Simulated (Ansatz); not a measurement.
# Site preference of As in place of Si in glassy 65SiO2-10Al2O3-25Li2O (mol %) (128 atoms)

Aim: make As in place of Si at several sites of glassy 65SiO2-10Al2O3-25Li2O (mol %) (128 atoms), relax each, and compare their energies.

Calculated with Ansatz 0.2.0; Kohn-Sham DFT, PBE, PAW (set soft_2), plane waves.

## Step 1: The system as given

The cell holds 128 atoms: 26 Si, 8 Al, 20 Li and 74 O. Cell: a = 11.515 Å, b = 11.515 Å, c = 11.515 Å, α = 90.0°, β = 90.0°, γ = 90.0°. 128 atoms (26 Si, 8 Al, 20 Li, 74 O) placed at random at 2.38 g/cm³, melted at 4000 K for 10 ps at fixed volume with the Morse and Coulomb pair potential with partial charges (Pedone, Malavasi, Menziani, Cormack and Segre, J. Phys. Chem. B 110, 11780 (2006)). Quenched from 4000 K to 300 K at 100 K/ps and fixed volume, held 10 ps at zero pressure.

Limits known from the start: The quench rate of 100 K/ps far exceeds what a furnace or splat quench reaches, so expect more defects and frozen-in strain than in a real sample. The network of bonds at the start is that of the classical potential that made the cell, and needn't be the one that DFT or experiment would give. The Brillouin zone is sampled at Γ only, in a cell whose shortest periodic width is 12 Å.

## Step 2: Single point at the start

The forces at the start show how far the geometry lies from a minimum of this functional.

Contents of input.yaml:

```yaml
crystal:
  lattice:
    - [11.51499, 0.0, 0.0]
    - [0.0, 11.51499, 0.0]
    - [0.0, 0.0, 11.51499]
  atoms:
    - { symbol: Si, position: [0.15305, 0.96522, 0.37825] }
    - { symbol: Si, position: [0.80406, 0.65741, 0.40218] }
    - { symbol: Si, position: [0.90154, 0.70118, 0.73061] }
    - { symbol: Si, position: [0.38315, 0.76874, 0.70292] }
    - { symbol: Si, position: [0.78331, 0.14316, 0.08951] }
    - { symbol: Si, position: [0.52352, 0.44422, 0.16677] }
    - { symbol: Si, position: [0.2292, 0.127, 0.95073] }
    - { symbol: Si, position: [0.81899, 0.00575, 0.51637] }
    - { symbol: Si, position: [0.60942, 0.81787, 0.31395] }
    - { symbol: Si, position: [0.85577, 0.27989, 0.48142] }
    - { symbol: Si, position: [0.44863, 0.22651, 0.5733] }
    - { symbol: Si, position: [0.08435, 0.22315, 0.35972] }
    - { symbol: Si, position: [0.78048, 0.49434, 0.6285] }
    - { symbol: Si, position: [0.0475, 0.7423, 0.51092] }
    - { symbol: Si, position: [0.93087, 0.98659, 0.76125] }
    - { symbol: Si, position: [0.42266, 0.31714, 0.94894] }
    - { symbol: Si, position: [0.6569, 0.2667, 0.30363] }
    - { symbol: Si, position: [0.21949, 0.48708, 0.93118] }
    - { symbol: Si, position: [0.4026, 0.64055, 0.2896] }
    - { symbol: Si, position: [0.26945, 0.58264, 0.53075] }
    - { symbol: Si, position: [0.19458, 0.97071, 0.7396] }
    - { symbol: Si, position: [0.22942, 0.9388, 0.12102] }
    - { symbol: Si, position: [0.82041, 0.33374, 0.90634] }
    - { symbol: Si, position: [0.53741, 0.74916, 0.92319] }
    - { symbol: Si, position: [0.61494, 0.22308, 0.77888] }
    - { symbol: Si, position: [0.71553, 0.56923, 0.01198] }
    - { symbol: Al, position: [0.90839, 0.67206, 0.17416] }
    - { symbol: Al, position: [0.02237, 0.2488, 0.79628] }
    - { symbol: Al, position: [0.57462, 0.0397, 0.45367] }
    - { symbol: Al, position: [0.69003, 0.98869, 0.8829] }
    - { symbol: Al, position: [0.31013, 0.33083, 0.37017] }
    - { symbol: Al, position: [0.30123, 0.71991, 0.0585] }
    [... 90 atom lines left out ...]
    - { symbol: O, position: [0.83445, 0.36721, 0.59099] }
    - { symbol: O, position: [0.7749, 0.74256, 0.71405] }
    - { symbol: O, position: [0.42552, 0.5304, 0.21765] }
    - { symbol: O, position: [0.95122, 0.71325, 0.86129] }
    - { symbol: O, position: [0.34149, 0.23049, 0.25665] }
    - { symbol: O, position: [0.42719, 0.31148, 0.46488] }
kpoints:
  mp_grid: { grid: [1, 1, 1] }
hamiltonian:
  xc: pbe
scf:
  occupations: { method: fermi_dirac, width: 0.05 }
output:
  forces: true
```

On the command line:

```sh
$ ansatz run input.yaml --threads 4 --pin off --max-ram 8192MiB --backend cpu --events-out ev --progress --plain --runs-dir out
```

Output:

```text
[...]
Pseudopotentials: kind: paw
Pseudopotential: Si, paw, valence charge 4, recommended cutoff 420 eV (normal), Si.paw.azcp
Pseudopotential: Al, paw, valence charge 3, recommended cutoff 420 eV (normal), Al.paw.azcp
Pseudopotential: Li, paw, valence charge 3, recommended cutoff 420 eV (normal), Li.paw.azcp
Pseudopotential: O, paw, valence charge 6, recommended cutoff 420 eV (normal), O.paw.azcp
[...]
Crystal: 128 atoms, lattice volume = 1526.830 Å³
Basis set: ecut = 420 eV, 29855 PW (Γ), exchange–correlation on 160×160×160 points (8 copies of the dense FFT grid, shifted against one another)
Bands: 444, of which v1, the nominal top of the filled ones, is band 316 counted from 1 (315 counted from 0)
Symmetry: 1 space group operations
Space group: P1 (ITA 1), of the structure as read, at distance tolerance 1.2e-4 Å
k-points: 1
[...]
Initial density: superposition of atomic densities (neutral atoms: chi_scale 0, normalization atom), corrected by the library's trained network
Initial wavefunctions: pseudopotential atomic-orbital guess
[...]
SCF iter   1: F=—  HF=-67054.943545 eV  |F-HF|=—  |Δ(HF+E_count)|=         —  Δρ=2.01e-3  dr2=9.23e-2  ethr=1.77e-3  ⟨swp⟩=5.0  Hψ=1931  notcnv=0  defer=114
preconditioner: auto → Resta (q_TF=auto, 2.355 Å⁻¹)  ε∞=3.1  [insulator: Δε(μ)=3.916 eV  Ē_g=16.147 eV  σ=0.050 eV  W_gap=1.00  n_scr=340 (ndim 8)  ℏωp=23.1 eV  f_vac=0.118  D(μ)=0.00/eV (n_scr^D=0)  ε∞_Penn≈3.1]
SCF iter   2: F=—  HF=-67054.943002 eV  |F-HF|=—  |Δ(HF+E_count)|=   5.43e-4  Δρ=1.08e-3  dr2=2.19e-2  ethr=1.46e-5  ⟨swp⟩=2.0  Hψ=736  notcnv=0  defer=114
SCF iter   3: F=—  HF=-67054.945372 eV  |F-HF|=—  |Δ(HF+E_count)|=   2.37e-3  Δρ=4.95e-4  dr2=6.12e-3  ethr=3.46e-6  ⟨swp⟩=2.0  Hψ=546  notcnv=0  defer=36
automatic band count: iteration 3 solves 366 bands in place of 444: the levels show a gap, and the empty bands left out lie too high to hold charge; the band table lists the bands solved (type scf.n_extra_bands for more)
SCF iter   4: F=—  HF=-67054.945184 eV  |F-HF|=—  |Δ(HF+E_count)|=   1.88e-4  Δρ=1.64e-4  dr2=4.71e-4  ethr=9.68e-7  ⟨swp⟩=2.0  Hψ=546  notcnv=0  defer=36
SCF iter   5: F=—  HF=-67054.945261 eV  |F-HF|=—  |Δ(HF+E_count)|=   7.66e-5  Δρ=1.05e-4  dr2=1.45e-4  ethr=7.45e-8  ⟨swp⟩=2.0  Hψ=557  notcnv=0  defer=36
SCF iter   6: F=—  HF=-67054.945259 eV  |F-HF|=—  |Δ(HF+E_count)|=   2.27e-6  Δρ=2.29e-5  dr2=8.53e-6  ethr=2.29e-8  ⟨swp⟩=2.0  Hψ=558  notcnv=0  defer=36
SCF iter   7: F=—  HF=-67054.945802 eV  |F-HF|=—  |Δ(HF+E_count)|=   5.43e-4  Δρ=1.07e-5  dr2=1.59e-6  ethr=1.35e-9  ⟨swp⟩=2.0  Hψ=682  notcnv=0  defer=45
SCF iter   8: F=—  HF=-67054.945803 eV  |F-HF|=—  |Δ(HF+E_count)|=   1.49e-6  Δρ=6.34e-6  dr2=5.14e-7  ethr=2.52e-10  ⟨swp⟩=2.0  Hψ=611  notcnv=0  defer=45
SCF iter   9: F=-67054.945803 eV  HF=-67054.945803 eV  |F-HF|=2.23e-8  |Δ(HF+E_count)|=   6.97e-8  Δρ=1.60e-6  dr2=3.74e-8  ethr=1.58e-11  ⟨swp⟩=2.0  Hψ=1238  notcnv=0
SCF 1 converged in 9 iterations: F = -67054.945803 eV  dr2 = 3.74e-8
[...]
SCF converged after 9 iterations
Free energy (F): -67054.945803 eV
Harris-Foulkes:  -67054.945803 eV  (|F-HF|=2.23e-8)
Internal energy: -67054.945803 eV  (E = F + TS)
E sigma→0 (E₀):  -67054.945803 eV
Fermi energy:    5.709012 eV
--- Per-component energies (eV) ---
[...]
Σ components = -67054.945803   (vs F -67054.945803, Δ=0.00e0)
--- Forces (eV/Å), atoms counted from 1 ---
  atom   1  Si    -0.55720166     1.10434087     0.04930181
  atom   2  Si     0.93666204     0.06927512     4.34107574
  atom   3  Si    -0.78066969    -2.05414353     1.44891671
  atom   4  Si    -1.08618112     1.23147577    -2.13167114
[...]
atom 128  O      1.65012917     1.09920345     0.62022700
  max |Σ_I F_I| component: 1.64e-4 eV/Å
```

It took 14 s on 4 threads of Arm Neoverse V2, shared host; peak memory 2.1 GiB.

In the SCF lines HF is the Harris–Foulkes energy and dr2 the Hartree energy of the density residual, in eV; the loop may stop once dr2 is under the threshold and the program's other checks hold. Hψ counts applications of the Hamiltonian.

The r.m.s. force at the start is 1.3 eV/Å.

## Step 3: Relaxation

With the cell held, the atoms are moved downhill towards a nearby minimum.

Contents of input.yaml:

```yaml
crystal:
  lattice:
    - [11.51499, 0.0, 0.0]
    - [0.0, 11.51499, 0.0]
    - [0.0, 0.0, 11.51499]
  atoms:
    [... the 128 atom lines of step 2 ...]
kpoints:
  mp_grid: { grid: [1, 1, 1] }
hamiltonian:
  xc: pbe
scf:
  occupations: { method: fermi_dirac, width: 0.05 }
output:
  forces: true
relax:
  f_tol: 0.05
  max_steps: 120
```

Output:

```text
[...]
Crystal: 128 atoms, lattice volume = 1526.830 Å³
Basis set: ecut = 420 eV, 29855 PW (Γ), exchange–correlation on 160×160×160 points (8 copies of the dense FFT grid, shifted against one another)
Bands: 444, of which v1, the nominal top of the filled ones, is band 316 counted from 1 (315 counted from 0)
Symmetry: 1 space group operations
[...]
k-points: 1
[...]
SCF iter   1: F=—  HF=-67054.943545 eV  |F-HF|=—  |Δ(HF+E_count)|=         —  Δρ=2.01e-3  dr2=9.23e-2  ethr=1.77e-3  ⟨swp⟩=5.0  Hψ=1931  notcnv=0  defer=114
[...]
SCF iter   6: F=-67054.945801 eV  HF=-67054.945796 eV  |F-HF|=4.63e-6  |Δ(HF+E_count)|=   4.35e-7  Δρ=2.31e-5  dr2=8.63e-6  ethr=9.89e-9  ⟨swp⟩=2.0  Hψ=1308  notcnv=0
SCF 1 converged in 6 iterations: F = -67054.945801 eV  dr2 = 8.63e-6
[...]
relax step   1: F+E_penalty+E_count = -67054.94580066 eV  Δ(F+E_penalty+E_count) = +0.000e0 eV  max|allowed force component| = 4.982e0 eV/Å  Δτ_max = 0.0000 Å  (6 SCF iters, dr2 threshold 6.25e-5 eV, accepted)
[...]
relax step   2: F+E_penalty+E_count = -67060.38941273 eV  Δ(F+E_penalty+E_count) = -5.444e0 eV  max|allowed force component| = 2.834e0 eV/Å  Δτ_max = 0.1738 Å  (6 SCF iters, dr2 threshold 1.00e-4 eV, accepted)
[...]
relax step   3: F+E_penalty+E_count = -67063.95279651 eV  Δ(F+E_penalty+E_count) = -3.563e0 eV  max|allowed force component| = 5.761e-1 eV/Å  Δτ_max = 0.1909 Å  (7 SCF iters, dr2 threshold 1.00e-4 eV, accepted)
relax step   4: F+E_penalty+E_count = -67064.53702437 eV  Δ(F+E_penalty+E_count) = -5.842e-1 eV  max|allowed force component| = 3.823e-1 eV/Å  Δτ_max = 0.2000 Å  (7 SCF iters, dr2 threshold 2.07e-5 eV, accepted)
relax step   5: F+E_penalty+E_count = -67064.80764548 eV  Δ(F+E_penalty+E_count) = -2.706e-1 eV  max|allowed force component| = 3.301e-1 eV/Å  Δτ_max = 0.2000 Å  (7 SCF iters, dr2 threshold 9.13e-6 eV, accepted)
relax step   6: F+E_penalty+E_count = -67065.04640326 eV  Δ(F+E_penalty+E_count) = -2.388e-1 eV  max|allowed force component| = 2.277e-1 eV/Å  Δτ_max = 0.2000 Å  (6 SCF iters, dr2 threshold 4.80e-5 eV, accepted)
relax step   7: F+E_penalty+E_count = -67065.17328018 eV  Δ(F+E_penalty+E_count) = -1.269e-1 eV  max|allowed force component| = 2.007e-1 eV/Å  Δτ_max = 0.2000 Å  (6 SCF iters, dr2 threshold 2.47e-5 eV, accepted)
relax step   8: F+E_penalty+E_count = -67065.29416384 eV  Δ(F+E_penalty+E_count) = -1.209e-1 eV  max|allowed force component| = 1.680e-1 eV/Å  Δτ_max = 0.1954 Å  (6 SCF iters, dr2 threshold 1.92e-5 eV, accepted)
relax step   9: F+E_penalty+E_count = -67065.39879000 eV  Δ(F+E_penalty+E_count) = -1.046e-1 eV  max|allowed force component| = 1.630e-1 eV/Å  Δτ_max = 0.1953 Å  (6 SCF iters, dr2 threshold 1.98e-5 eV, accepted)
relax step  10: F+E_penalty+E_count = -67065.50053638 eV  Δ(F+E_penalty+E_count) = -1.017e-1 eV  max|allowed force component| = 1.448e-1 eV/Å  Δτ_max = 0.1954 Å  (6 SCF iters, dr2 threshold 1.86e-5 eV, accepted)
relax step  11: F+E_penalty+E_count = -67065.56579745 eV  Δ(F+E_penalty+E_count) = -6.526e-2 eV  max|allowed force component| = 3.297e-1 eV/Å  Δτ_max = 0.1954 Å  (6 SCF iters, dr2 threshold 1.65e-5 eV, accepted)
relax step  12: F+E_penalty+E_count = -67065.64398215 eV  Δ(F+E_penalty+E_count) = -7.818e-2 eV  max|allowed force component| = 2.061e-1 eV/Å  Δτ_max = 0.2000 Å  (7 SCF iters, dr2 threshold 8.57e-5 eV, accepted)
relax step  13: F+E_penalty+E_count = -67065.67265438 eV  Δ(F+E_penalty+E_count) = -2.867e-2 eV  max|allowed force component| = 9.415e-2 eV/Å  Δτ_max = 0.1094 Å  (6 SCF iters, dr2 threshold 1.66e-5 eV, accepted)
relax step  14: F+E_penalty+E_count = -67065.67712161 eV  Δ(F+E_penalty+E_count) = -4.467e-3 eV  max|allowed force component| = 1.875e-1 eV/Å  Δτ_max = 0.2000 Å  (10 SCF iters, accepted)
relax step  15: F+E_penalty+E_count = -67065.70441063 eV  Δ(F+E_penalty+E_count) = -2.729e-2 eV  max|allowed force component| = 9.130e-2 eV/Å  Δτ_max = 0.0683 Å  (6 SCF iters, dr2 threshold 7.34e-6 eV, accepted)
relax step  16: F+E_penalty+E_count = -67065.73620771 eV  Δ(F+E_penalty+E_count) = -3.180e-2 eV  max|allowed force component| = 1.378e-1 eV/Å  Δτ_max = 0.2000 Å  (9 SCF iters, accepted)
relax step  17: F+E_penalty+E_count = -67065.76123637 eV  Δ(F+E_penalty+E_count) = -2.503e-2 eV  max|allowed force component| = 1.723e-1 eV/Å  Δτ_max = 0.1949 Å  (7 SCF iters, dr2 threshold 4.50e-6 eV, accepted)
relax step  18: F+E_penalty+E_count = -67065.76795982 eV  Δ(F+E_penalty+E_count) = -6.723e-3 eV  max|allowed force component| = 2.972e-1 eV/Å  Δτ_max = 0.2000 Å  (7 SCF iters, dr2 threshold 2.97e-5 eV, accepted)
relax step  19: F+E_penalty+E_count = -67065.78922014 eV  Δ(F+E_penalty+E_count) = -2.126e-2 eV  max|allowed force component| = 9.726e-2 eV/Å  Δτ_max = 0.0617 Å  (5 SCF iters, dr2 threshold 8.83e-5 eV, accepted)
relax step  20: F+E_penalty+E_count = -67065.80757784 eV  Δ(F+E_penalty+E_count) = -1.836e-2 eV  max|allowed force component| = 1.554e-1 eV/Å  Δτ_max = 0.2000 Å  (10 SCF iters, accepted)
relax step  21: F+E_penalty+E_count = -67065.82589954 eV  Δ(F+E_penalty+E_count) = -1.832e-2 eV  max|allowed force component| = 1.312e-1 eV/Å  Δτ_max = 0.1149 Å  (7 SCF iters, dr2 threshold 2.59e-6 eV, accepted)
relax step  22: F+E_penalty+E_count = -67065.83739672 eV  Δ(F+E_penalty+E_count) = -1.150e-2 eV  max|allowed force component| = 1.122e-1 eV/Å  Δτ_max = 0.0935 Å  (6 SCF iters, dr2 threshold 1.23e-5 eV, accepted)
relax step  23: F+E_penalty+E_count = -67065.86544505 eV  Δ(F+E_penalty+E_count) = -2.805e-2 eV  max|allowed force component| = 2.709e-1 eV/Å  Δτ_max = 0.2000 Å  (7 SCF iters, dr2 threshold 8.97e-6 eV, accepted)
relax step  24: F+E_penalty+E_count = -67065.88332424 eV  Δ(F+E_penalty+E_count) = -1.788e-2 eV  max|allowed force component| = 1.039e-1 eV/Å  Δτ_max = 0.0641 Å  (5 SCF iters, dr2 threshold 5.37e-5 eV, accepted)
relax step  25: F+E_penalty+E_count = -67065.91083916 eV  Δ(F+E_penalty+E_count) = -2.751e-2 eV  max|allowed force component| = 7.331e-2 eV/Å  Δτ_max = 0.2000 Å  (9 SCF iters, accepted)
relax step  26: F+E_penalty+E_count = -67065.92173468 eV  Δ(F+E_penalty+E_count) = -1.090e-2 eV  max|allowed force component| = 1.557e-1 eV/Å  Δτ_max = 0.1318 Å  (9 SCF iters, accepted)
relax step  27: F+E_penalty+E_count = -67065.93379785 eV  Δ(F+E_penalty+E_count) = -1.206e-2 eV  max|allowed force component| = 1.285e-1 eV/Å  Δτ_max = 0.0513 Å  (6 SCF iters, dr2 threshold 1.21e-5 eV, accepted)
relax step  28: F+E_penalty+E_count = -67065.95862976 eV  Δ(F+E_penalty+E_count) = -2.483e-2 eV  max|allowed force component| = 1.451e-1 eV/Å  Δτ_max = 0.2000 Å  (7 SCF iters, dr2 threshold 1.13e-5 eV, accepted)
relax step  29: F+E_penalty+E_count = -67065.97605840 eV  Δ(F+E_penalty+E_count) = -1.743e-2 eV  max|allowed force component| = 1.531e-1 eV/Å  Δτ_max = 0.0909 Å  (6 SCF iters, dr2 threshold 1.43e-5 eV, accepted)
relax step  30: F+E_penalty+E_count = -67065.98597065 eV  Δ(F+E_penalty+E_count) = -9.912e-3 eV  max|allowed force component| = 1.530e-1 eV/Å  Δτ_max = 0.0927 Å  (6 SCF iters, dr2 threshold 2.34e-5 eV, accepted)
relax step  31: F+E_penalty+E_count = -67066.00336490 eV  Δ(F+E_penalty+E_count) = -1.739e-2 eV  max|allowed force component| = 2.101e-1 eV/Å  Δτ_max = 0.2000 Å  (7 SCF iters, dr2 threshold 2.34e-5 eV, accepted)
relax step  32: F+E_penalty+E_count = -67066.01998477 eV  Δ(F+E_penalty+E_count) = -1.662e-2 eV  max|allowed force component| = 1.850e-1 eV/Å  Δτ_max = 0.0453 Å  (5 SCF iters, dr2 threshold 4.41e-5 eV, accepted)
relax step  33: F+E_penalty+E_count = -67066.02817385 eV  Δ(F+E_penalty+E_count) = -8.189e-3 eV  max|allowed force component| = 3.175e-1 eV/Å  Δτ_max = 0.2000 Å  (6 SCF iters, dr2 threshold 2.65e-5 eV, accepted)
relax step  34: F+E_penalty+E_count = -67066.03332803 eV  Δ(F+E_penalty+E_count) = -5.154e-3 eV  max|allowed force component| = 1.527e-1 eV/Å  Δτ_max = 0.1312 Å  (6 SCF iters, dr2 threshold 7.82e-5 eV, accepted)
relax step  35: F+E_penalty+E_count = -67066.02234467 eV  Δ(F+E_penalty+E_count) = +1.098e-2 eV  max|allowed force component| = 3.063e-1 eV/Å  Δτ_max = 0.2000 Å  (7 SCF iters, dr2 threshold 5.39e-6 eV, rejected (line search))
relax step  36: F+E_penalty+E_count = -67066.05263477 eV  Δ(F+E_penalty+E_count) = -1.931e-2 eV  max|allowed force component| = 1.707e-1 eV/Å  Δτ_max = 0.0826 Å  (9 SCF iters, accepted)
relax step  37: F+E_penalty+E_count = -67066.04769588 eV  Δ(F+E_penalty+E_count) = +4.939e-3 eV  max|allowed force component| = 8.971e-2 eV/Å  Δτ_max = 0.1000 Å  (7 SCF iters, dr2 threshold 6.74e-6 eV, rejected (line search))
relax step  38: F+E_penalty+E_count = -67066.05765683 eV  Δ(F+E_penalty+E_count) = -5.022e-3 eV  max|allowed force component| = 1.471e-1 eV/Å  Δτ_max = 0.0487 Å  (9 SCF iters, accepted)
relax step  39: F+E_penalty+E_count = -67066.05705991 eV  Δ(F+E_penalty+E_count) = +5.969e-4 eV  max|allowed force component| = 6.156e-2 eV/Å  Δτ_max = 0.0475 Å  (6 SCF iters, dr2 threshold 1.60e-5 eV, rejected (line search))
[...]
relax step  40: F+E_penalty+E_count = -67066.06062829 eV  Δ(F+E_penalty+E_count) = -2.971e-3 eV  max|allowed force component| = 2.203e-2 eV/Å  Δτ_max = 0.0191 Å  (8 SCF iters, accepted)
SCF converged after 8 iterations
Free energy (F): -67066.060628 eV
[...]
Internal energy: -67066.060628 eV  (E = F + TS)
E sigma→0 (E₀):  -67066.060628 eV
Fermi energy:    5.594098 eV
[...]
--- Forces (eV/Å), atoms counted from 1 ---
  atom   1  Si    -0.00025093    -0.00768192     0.00021059
  atom   2  Si     0.00116170    -0.00380425     0.01009426
  atom   3  Si     0.01048366    -0.00432567    -0.00127716
  atom   4  Si    -0.01142193    -0.00367480    -0.00120271
  atom   5  Si    -0.00219226     0.00008753     0.00237106
  atom   6  Si    -0.00809154    -0.00278829    -0.00021479
  atom   7  Si     0.00273468    -0.00188985    -0.01613262
  atom   8  Si    -0.00069005    -0.00296255     0.00107742
  atom   9  Si     0.00006599     0.00007679    -0.00430559
  atom  10  Si     0.00278747     0.00663883    -0.00438269
  atom  11  Si     0.00011429     0.00489578     0.00405210
  atom  12  Si    -0.00190370     0.00628428     0.00752687
  atom  13  Si     0.00161362     0.00676516    -0.00425894
  atom  14  Si     0.00671478    -0.00546550     0.00549916
[...]
atom 127  O      0.00399810     0.00718946    -0.00043142
  atom 128  O     -0.00416941    -0.00117250    -0.01004547
  max |Σ_I F_I| component: 6.70e-5 eV/Å
--- Relaxed structure (40 steps of the walk, 37 accepted, 0 SCFs on fresh bases) ---
  F+E_penalty+E_count = -67066.06062829 eV   max|allowed force component| = 2.203e-2 eV/Å
  atoms:
    - { symbol: Si, position: [0.142269, 0.974477, 0.377607] }
    - { symbol: Si, position: [0.809532, 0.651028, 0.405133] }
    - { symbol: Si, position: [0.902487, 0.694735, 0.719442] }
    - { symbol: Si, position: [0.373502, 0.789981, 0.716444] }
[...]
- { symbol: O, position: [0.443111, 0.333918, 0.465458] }
```

Wall time 7.2 min (4 threads); peak memory 2.1 GiB.

The relaxation converged after 40 steps, 11.1 eV below its start, with a largest force component of 0.022 eV/Å.

(Part 1 of 3 ends here.)

[Long decimals in the printed logs are rounded to 6 places.]

[Logs are printed without paths, hosts, clocks, repeated set-up lines and the standing remarks that a program may print on its own settings, such as how far it seeks lower states.]

[Hosts, paths, dates, database ids (printed as entryN), source tags and the programs' standing remarks are cut or masked in the printed files.]
